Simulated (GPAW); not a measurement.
# Ballistic transport through a Pb chain with CO on top of one atom, from relaxation to T(E), part 2 of 2

Aim: the conductance of a Pb chain with CO on top of one atom after relaxation, and whether geometry, basis or functional moves it most.

GPAW 26.7.0; GPAW LCAO, PAW setups; relaxation of the junction within the symmetry of its start, lead ends held (the session's first sound run).

So far, transmission at the Fermi level (one spin): step 3 (GPAW, dzp, PBE, GPAW) 2.19; step 4 (basis szp(dzp), PBE, GPAW) 2.22; step 5 (basis sz(dzp), PBE, GPAW) 2.27; step 6 (revPBE) 2.19; step 7 (the structure as built: geometry = "as built", PBE, GPAW) 2.05.

## (9) The levels side by side

The curves are compared point by point over the common energies.

This step: comparison of transmission and cost over codes, levels and geometry (GPAW 26.7.0).

Ladder, by row:

| step | code | T at the Fermi level (sum over the listed spins) | conductance (G0) | r.m.s. T(E) from the first | wall time (s) | peak memory (GiB) | threads |
| --- | --- | --- | --- | --- | --- | --- | --- |
| dzp | GPAW | 2.195 | 2.193 | 0 | 106.7 | 1.81 | 1 |
| szp | GPAW | 2.218 | 2.216 | 0.05664 | 87.69 | 1.77 | 1 |
| sz | GPAW | 2.266 | 2.264 | 0.1429 | 55.2 | 1.64 | 1 |
| dzp-revPBE | GPAW | 2.186 | 2.185 | 0.005121 | 99.54 | 1.81 | 1 |
| asbuilt | GPAW | 2.047 | 2.044 | 0.4589 | 99.55 | 1.81 | 1 |

Table of transmission, zone mean, sum over the listed spins by energy, zero at the Fermi level:

| energy (eV) | dzp | szp | sz | dzp-revPBE | asbuilt |
| --- | --- | --- | --- | --- | --- |
| -2.000 | 0.820 | 0.852 | 0.853 | 0.826 | 0.903 |
| -1.800 | 0.910 | 0.932 | 0.929 | 0.913 | 0.919 |
| -1.600 | 0.968 | 0.980 | 0.977 | 0.970 | 0.928 |
| -1.400 | 0.997 | 0.999 | 0.999 | 0.998 | 0.934 |
| -1.375 | 0.999 | 0.999 | 0.999 | 0.999 | 0.934 |
| -1.350 | 0.999 | 0.999 | 0.999 | 0.999 | 0.935 |
| -1.200 | 0.986 | 0.982 | 0.982 | 0.985 | 0.937 |
| -1.000 | 0.896 | 0.901 | 0.887 | 0.894 | 0.939 |
| -0.800 | 0.602 | 0.646 | 0.562 | 0.598 | 0.938 |
| -0.600 | 1.27 | 1.23 | 1.38 | 1.26 | 1.37 |
| -0.400 | 1.74 | 1.71 | 1.78 | 1.73 | 1.73 |
| -0.200 | 2.03 | 2.03 | 2.08 | 2.03 | 1.96 |
| 0.000 | 2.19 | 2.22 | 2.27 | 2.19 | 2.05 |
| 0.200 | 2.30 | 2.34 | 2.41 | 2.30 | 2.03 |
| 0.400 | 2.39 | 2.45 | 2.52 | 2.39 | 1.97 |
| 0.600 | 2.46 | 2.52 | 2.59 | 2.46 | 1.88 |
| 0.750 | 2.49 | 2.55 | 2.61 | 2.49 | 1.80 |
| 0.775 | 2.49 | 2.55 | 2.61 | 2.49 | 1.79 |
| 0.800 | 2.49 | 2.55 | 2.61 | 2.49 | 1.78 |
| 1.000 | 2.46 | 2.51 | 2.55 | 2.46 | 1.68 |
| 1.200 | 2.38 | 2.40 | 2.40 | 2.38 | 1.58 |
| 1.400 | 2.25 | 2.24 | 2.16 | 2.25 | 1.48 |
| 1.600 | 2.09 | 2.03 | 1.86 | 2.08 | 1.38 |
| 1.800 | 1.90 | 1.79 | 1.50 | 1.90 | 1.29 |
| 2.000 | 1.68 | 1.47 | 1.97 | 1.68 | 1.21 |

## (10) Mixing 0.25

Mixing changes the road to self-consistency, not its end. The mixing history changes the road to self-consistency, not its end.

This step: GPAW LCAO, PAW setups; Landauer transmission from Green's functions with principal layers (ASE), zero bias (GPAW 26.7.0).

File run.py:

```python
import json
import numpy as np
from ase import Atoms
from ase.transport.calculators import TransportCalculator
from gpaw import GPAW, FermiDirac
from gpaw.lcao.tools import get_lcao_hamiltonian
from scipy.linalg import eigh

# The junction with lead layers at both ends, along the third cell vector
device = Atoms(
    ['Pb', 'Pb', 'Pb', 'Pb', 'Pb', 'Pb', 'Pb', 'C', 'O', 'Pb', 'Pb', 'Pb', 'Pb', 'Pb', 'Pb'],
    positions=[
        [4.50000, 4.50000, 1.45000],
        [4.50000, 4.50000, 4.35000],
        [4.50000, 4.50000, 7.25000],
        [4.50000, 4.50000, 10.15000],
        [4.50000, 4.50000, 13.05000],
        [5.03842, 4.50000, 15.96561],
        [3.83031, 4.50000, 18.85000],
        [6.19386, 4.50000, 18.85000],
        [7.37662, 4.50000, 18.85000],
        [5.03842, 4.50000, 21.73439],
        [4.50000, 4.50000, 24.65000],
        [4.50000, 4.50000, 27.55000],
        [4.50000, 4.50000, 30.45000],
        [4.50000, 4.50000, 33.35000],
        [4.50000, 4.50000, 36.25000]],
    cell=[[9.0, 0.0, 0.0], [0.0, 9.0, 0.0], [0.0, 0.0, 37.7]],
    pbc=True)

# One principal layer of the lead: the first 3 atoms of the device
lead = Atoms(
    ['Pb', 'Pb', 'Pb'],
    positions=[
        [4.50000, 4.50000, 1.45000],
        [4.50000, 4.50000, 4.35000],
        [4.50000, 4.50000, 7.25000]],
    cell=[[9.0, 0.0, 0.0], [0.0, 9.0, 0.0], [0.0, 0.0, 8.7]],
    pbc=True)

settings = dict(mode='lcao', basis='dzp', xc='PBE', h=0.18,
                occupations=FermiDirac(0.1), maxiter=250,
                mixer=dict(beta=0.25, nmaxold=3, weight=100.0),
                convergence=dict(density=0.0001))
energies = np.arange(-2, 2 + 1e-9, 0.025)
eta = 0.0001
n1, n2 = 1, 1
# k and -k transmit alike, so half of the mesh across the current serves
mesh = [(i, j) for i in range(n1) for j in range(n2) if (i, j) <= (-i % n1, -j % n2)]
weights = np.array([1 if (i, j) == (-i % n1, -j % n2) else 2 for i, j in mesh]) / (n1 * n2)

# [... helper functions left out ...]
fermi_lead = ground_state(lead, (1, 1, 13), 'lead.txt')
fermi_device = ground_state(device, (1, 1, 2), 'device.txt')
# [... loop over the mesh left out, but for ...]
        # Shift the lead onto the potential of the device's first layer
        shift = ((H[:, 0, 0] - H0[:, 0, 0]) / S0[0, 0]).real.mean()
# [...]
kT = 8.617333e-5 * 300
bias = [0.1, 0.2, 0.5, 1.0, 1.5, 2.0]
# [... integrals and printing left out ...]
```

The run is started by

```
OMP_NUM_THREADS=1 OPENBLAS_NUM_THREADS=1 python run.py
```

The job ended after 2.9 min (1 thread of Intel Xeon Platinum 8488C (Sapphire Rapids), shared host; peak memory 1.6 GiB).

This step gave:

```
conductance                                 : 2.193 G₀
thermopower                                 : -2.164 μV/K
largest misfit of the first principal layer : 0.02655 eV
shift that aligns the lead                  : 0.001713 eV
transmission at the Fermi level (one spin)  : 2.195
```

One spin. The transmission, zone mean by energy, zero at the Fermi level:

energy (eV), transmission, zone mean and a bar:
```
   -2.000       0.82 ########
   -1.900       0.87 #########
   -1.800       0.91 #########
   -1.700       0.94 ##########
   -1.600       0.97 ##########
   -1.500       0.99 ##########
   -1.400       1.00 ##########
   -1.350       1.00 ##########
   -1.300       1.00 ##########
   -1.200       0.99 ##########
   -1.100       0.95 ##########
   -1.000       0.90 #########
   -0.900       0.79 ########
   -0.800       0.60 #####
   -0.700       0.22 
   -0.600       1.27 ##############
   -0.500       1.53 #################
   -0.400       1.74 ####################
   -0.300       1.91 ######################
   -0.200       2.03 ########################
   -0.100       2.12 #########################
    0.000       2.19 ##########################
    0.100       2.25 ###########################
    0.200       2.30 ############################
    0.300       2.35 ############################
    0.400       2.39 #############################
    0.500       2.43 #############################
    0.600       2.46 ##############################
    0.700       2.48 ##############################
    0.800       2.49 ##############################
    0.900       2.48 ##############################
    1.000       2.46 ##############################
    1.100       2.43 #############################
    1.200       2.38 #############################
    1.300       2.32 ############################
    1.400       2.25 ###########################
    1.500       2.17 ##########################
    1.600       2.09 #########################
    1.700       2.00 #######################
    1.800       1.90 ######################
    1.900       1.80 #####################
    2.000       1.68 ###################
```

Not self-consistent under bias; the bias window is split evenly. Current through one cell, from the zero-bias transmission against bias:

| bias (V) | current through one cell, from the zero-bias transmission (μA) |
| --- | --- |
| 0.100 | 17.0 |
| 0.200 | 34.0 |
| 0.500 | 84.4 |
| 1.000 | 165 |
| 1.500 | 232 |
| 2.000 | 294 |

Table of transmission of the three most open eigenchannels by energy, zero at the Fermi level:

| energy (eV) | channel 1 | channel 2 | channel 3 |
| --- | --- | --- | --- |
| -2.000 | 0.820 | 0 | 0 |
| -1.800 | 0.910 | 0 | 0 |
| -1.600 | 0.968 | 0 | 0 |
| -1.400 | 0.997 | 0 | 0 |
| -1.200 | 0.986 | 0 | 0 |
| -1.000 | 0.896 | 0 | 0 |
| -0.800 | 0.601 | 4.2e-11 | 0 |
| -0.600 | 0.676 | 0.553 | 0.0424 |
| -0.400 | 0.860 | 0.770 | 0.109 |
| -0.200 | 0.950 | 0.884 | 0.197 |
| 0.000 | 0.984 | 0.914 | 0.297 |
| 0.200 | 0.994 | 0.910 | 0.400 |
| 0.400 | 0.998 | 0.902 | 0.494 |
| 0.600 | 0.999 | 0.898 | 0.565 |
| 0.800 | 0.999 | 0.888 | 0.603 |
| 1.000 | 0.999 | 0.857 | 0.607 |
| 1.200 | 0.999 | 0.796 | 0.584 |
| 1.400 | 0.997 | 0.702 | 0.550 |
| 1.600 | 0.991 | 0.582 | 0.513 |
| 1.800 | 0.981 | 0.477 | 0.445 |
| 2.000 | 0.968 | 0.432 | 0.280 |

The conductance equals that of the dzp run to 0.2 %.

## (11) What came out

- conductance: 2.19 G₀
- transmission at the Fermi level, mean of the spins: 2.19
- thermopower: -2.16 μV/K

In the dzp basis the junction conducts 2.19 G₀ at 300 K, with T = 2.19 a spin at the Fermi level; the sz basis reaches that conductance within 10 %. Relaxation moved atoms by up to 0.67 Å and took the conductance from 2.04 to 2.19 G₀, as a ratio a larger change than the step from dzp to the minimal basis. At the Fermi level the three most open eigenchannels pass 0.98, 0.91 and 0.30. Measured against the first run (dzp), the nearest curve is that of dzp-revPBE (r.m.s. 0.0051) and the farthest that of asbuilt (0.46). Over the compared runs wall time goes from 55 s (sz) to 107 s (dzp), on a shared host. The leads kept an estimated spacing and the cell its length, so the junction may be under some tension or compression. The geometry comes from the orbital basis, which tends to overbind, and kept the symmetry of the start, so a structure of lower symmetry may lie lower. Spin-orbit coupling is left out, which matters for the heavy atoms here. An evenly spaced straight chain is an idealisation: free chains tend to dimerise, zigzag or, where a band edge lies near the Fermi level, turn magnetic. The currents use the zero-bias T(E) throughout, which holds only while the bias is small against the distance to the nearest feature.

[Logs are printed without paths, hosts, clocks, repeated set-up lines and the standing remarks that a program may print on its own settings, such as how far it seeks lower states.]

[Hosts, paths, dates, database ids (printed as entryN), source tags and the programs' standing remarks are cut or masked in the printed files.]
